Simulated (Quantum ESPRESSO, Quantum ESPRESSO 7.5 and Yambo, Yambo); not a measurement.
**PtS2 (1T monolayer): G0W0 on several meshes in Yambo**

Wanted: mesh dependence and cost of G0W0 for PtS2 (1T monolayer).

Program: Quantum ESPRESSO 7.5 and Yambo 5.3.0. Level of theory: PBE and many-body steps on it, plane waves. Results are calculated unless marked as measured.

Most raw output is cut from this account.

### 1. The starting structure

The cell holds 3 atoms: 1 Pt and 2 S. Its edges and angles: a = 3.574 Å, b = 3.574 Å, c = 15.000 Å, α = 90.0°, β = 90.0°, γ = 120.0°. Vacuum lies along c.

The structure was relaxed with PBE. The runs that relaxed it are not among those shown. Spin-orbit coupling is left out unless a step names it.

### 2. Empty states on the mesh, 6×6×1 mesh, 235 bands

This step: Quantum ESPRESSO 7.5; DFT, PBE, plane waves, norm-conserving pseudopotentials.

The sums over transitions need many empty states on a uniform mesh; this step solves for them.

pw.in reads:

```
&control
  calculation = 'nscf'
  prefix = 'x'
  outdir = 'o'
  pseudo_dir = 'pseudo'
/
&system
  ibrav = 0
  nat = 3
  ntyp = 2
  ecutwfc = 76.0
  nbnd = 235
  force_symmorphic = .true.
/
&electrons
  conv_thr = 1e-9
  electron_maxstep = 80
  diago_full_acc = .true.
  diago_thr_init = 5e-6
/
ATOMIC_SPECIES
  Pt 195.08 Pt.upf
  S 32.06 S.upf
CELL_PARAMETERS angstrom
  3.5735367340 0.0000000000 0.0000000000
  -1.7867683670 3.0947735930 0.0000000000
  0.0000000000 0.0000000000 15.0000000000
ATOMIC_POSITIONS crystal
  Pt 0.0000000000 0.0000000000 0.5000000000
  S 0.3333333333 0.6666666667 0.5818567013
  S 0.6666666667 0.3333333333 0.4181432987
K_POINTS automatic
  6 6 1 0 0 0
```

Command:

```sh
$ OMP_NUM_THREADS=1 mpirun -n 4 pw.x -nk 4 -in pw.in > pw.out
```

Run time: 1.9 min. Hardware: 4 MPI ranks of Arm Neoverse N1, shared host; peak memory 1.3 GiB.

This step gave:

| Property | Result |
| --- | --- |
| gap | 2.039 eV |
| k of the valence top | 0.1667, 0.1667, 0 |
| k of the conduction bottom | 0, 0.1667, 0 |
| least direct gap | 2.065 eV |
| k points computed | 7 |
| lowest point of the top converged band, above the valence top | 69.0548 eV |

On this mesh the gap is 2.039 eV.

The density comes from a self-consistent run that is not shown.

### 3. Conversion and set-up

This step: Yambo 5.3.0; conversion and set-up on PBE, plane waves, norm-conserving pseudopotentials.

The states are converted to the many-body program's format and the q mesh is built.

Command:

```sh
$ (cd o/x.save; p2y > p2y.log; mv SAVE ../..); yambo > setup.log
```

It took 3.9 s on 1 MPI rank; peak memory 0.25 GiB.

### 4. 6×6×1

G0W0 replaces the xc potential by the self-energy, built once from these orbitals. Only a window of levels is corrected, while the sums run over the empty bands that the input names.

This step: G0W0 on PBE, plane waves, norm-conserving pseudopotentials.

gw2.in reads:

```
HF_and_locXC
gw0
dyson
ppa
em1d
rim_cut
rim_w
RandQpts= 3000000
RandGvec= 100 RL
CUTGeo= "slab z"
RandGvecW= 9 RL
EXXRLvcs= 76 Ry
VXCRLvcs= 304 Ry
Chimod= "HARTREE"
% BndsRnXp
 1 | 117 |
%
NGsBlkXp= 9.5 Ry
% LongDrXp
 1 | 1 | 0 |
%
% GbndRnge
 1 | 117 |
%
DysSolver= "n"
ExtendOut
PPAPntXp= 27.21138 eV
% QPkrange
 5 | 5 | 14 | 17 |
 2 | 2 | 14 | 17 |
 1 | 1 | 14 | 17 |
%
```

Command:

```sh
$ OMP_NUM_THREADS=1 mpirun -n 4 yambo -F gw2.in -J gw2 -C gw2 > gw2.log
```

The job ended after 11 min (4 MPI ranks; peak memory 2.6 GiB).

Numbers from this step:

```
G0W0 gap on the points computed              : 3.281 eV
starting gap on the mesh                     : 2.039 eV
k of the valence top                         : 0, 0.1667, 0
k of the conduction bottom                   : 0, 0.1667, 0
least direct G0W0 gap on the computed points : 3.281 eV
Z at the valence top                         : 0.7469
Z at the conduction bottom                   : 0.7538
```

The gap on the mesh goes from 2.04 eV to 3.28 eV, a correction of +1.24 eV.

### 5. Empty states on the mesh, 9×9×1 mesh, 117 bands

This step: Quantum ESPRESSO 7.5; DFT, PBE, plane waves, norm-conserving pseudopotentials.

pw.in, as its differences from that of step 2:

```diff
@@ -11,3 +11,3 @@
   ecutwfc = 76.0
-  nbnd = 235
+  nbnd = 117
   force_symmorphic = .true.
@@ -32,2 +32,2 @@
 K_POINTS automatic
-  6 6 1 0 0 0
+  9 9 1 0 0 0
```

Command:

```sh
$ OMP_NUM_THREADS=1 mpirun -n 4 pw.x -nk 4 -in pw.in > pw.out
```

Run time: 78 s. Hardware: 4 MPI ranks; peak memory 0.81 GiB; 5.2 min of CPU time.

Numbers from this step:

```yaml
gap: 1.809 eV
k_of_the_valence_top: 0, 0.1111, 0
k_of_the_conduction_bottom: 0, 0.2222, 0
least_direct_gap: 1.876 eV
k_points_computed: 12
lowest_point_of_the_top_converged_band_above_the_valence_top: 41.80 eV
```

On this mesh the gap is 1.809 eV.

### 6. Conversion and set-up

This step: Yambo 5.3.0; conversion and set-up on PBE, plane waves, norm-conserving pseudopotentials.

Command:

```sh
$ (cd o/x.save; p2y > p2y.log; mv SAVE ../..); yambo > setup.log
```

It took 4.4 s on 1 MPI rank; peak memory 0.26 GiB.

### 7. 9×9×1

This step: G0W0 on PBE, plane waves, norm-conserving pseudopotentials.

gw11.in, as its differences from gw2.in of step 4:

```diff
@@ -28,4 +28,4 @@
 % QPkrange
- 5 | 5 | 14 | 17 |
  2 | 2 | 14 | 17 |
+ 3 | 3 | 14 | 17 |
  1 | 1 | 14 | 17 |
```

Command:

```sh
$ OMP_NUM_THREADS=1 mpirun -n 4 yambo -F gw11.in -J gw11 -C gw11 > gw11.log
```

The job ended after 31 min (4 MPI ranks; peak memory 3.3 GiB; 2.1 h of CPU time).

This step gave:

```
G0W0 gap on the points computed              : 3.056 eV
starting gap on the mesh                     : 1.809 eV
k of the valence top                         : 0, 0.1111, 0
k of the conduction bottom                   : 0, 0.2222, 0
least direct G0W0 gap on the computed points : 3.134 eV
Z at the valence top                         : 0.7533
Z at the conduction bottom                   : 0.7634
```

Against G0W0 in Yambo (6×6×1 mesh, 117 bands, screening to 129.3 eV, Godby-Needs plasmon pole), the gap moves by −0.225 eV.

### 8. The runs together

Times are wall times on 4 MPI ranks of Arm Neoverse N1, shared host, good to a factor of about two.

```
  run   mesh  bands  screening cutoff (eV)  DFT gap (eV)  gap on the mesh (eV)  direct (eV)    time
6×6×1  6×6×1    117                  129.3         2.039                 3.281        3.281  11 min
9×9×1  9×9×1    117                  129.3         1.809                 3.056        3.134  31 min
```

### 9. Results

| Quantity | Value |
| --- | --- |
| 6×6×1 | 3.281 eV |
| 9×9×1 | 3.056 eV |
| known limits | not at the basis limit; no spin polarisation; d states lean on the start; no spin-orbit coupling |

9×9×1: −0.225 eV against 6×6×1, −0.230 eV of it in the start. Bands and cutoff are finite, so the gap is not at the basis limit. The miss can reach some tenths of an eV and take either sign; the mesh is an error of its own. In the G0W0 runs levels were corrected at 3 k points alone, so a gap called «on the mesh» is the least over those, and an edge elsewhere would be missed. A denser mesh or path gives a starting gap of 1.77 eV: the GW mesh misses a band edge, so its gaps are not the fundamental one. The runs have no spin polarisation. For a closed low-spin shell that is the natural state; where a d or f shell is open it is a constraint, and the gap is then not the crystal's own. With d states at the gap, one-shot GW leans hard on its start. The many-body steps are scalar-relativistic: spin-orbit coupling is not in them.

[Paths, hosts, dates, memory and timing lines, banners, echoed tables and standing remarks are left out of the program output.]

[Logs are printed without paths, hosts, clocks, repeated set-up lines and the standing remarks that a program may print on its own settings, such as how far it seeks lower states.]

[Runs of the session that timed out or met a known fault of the program may be left out.]

[Hosts, paths, dates, database ids (printed as entryN), source tags and the programs' standing remarks are cut or masked in the printed files.]
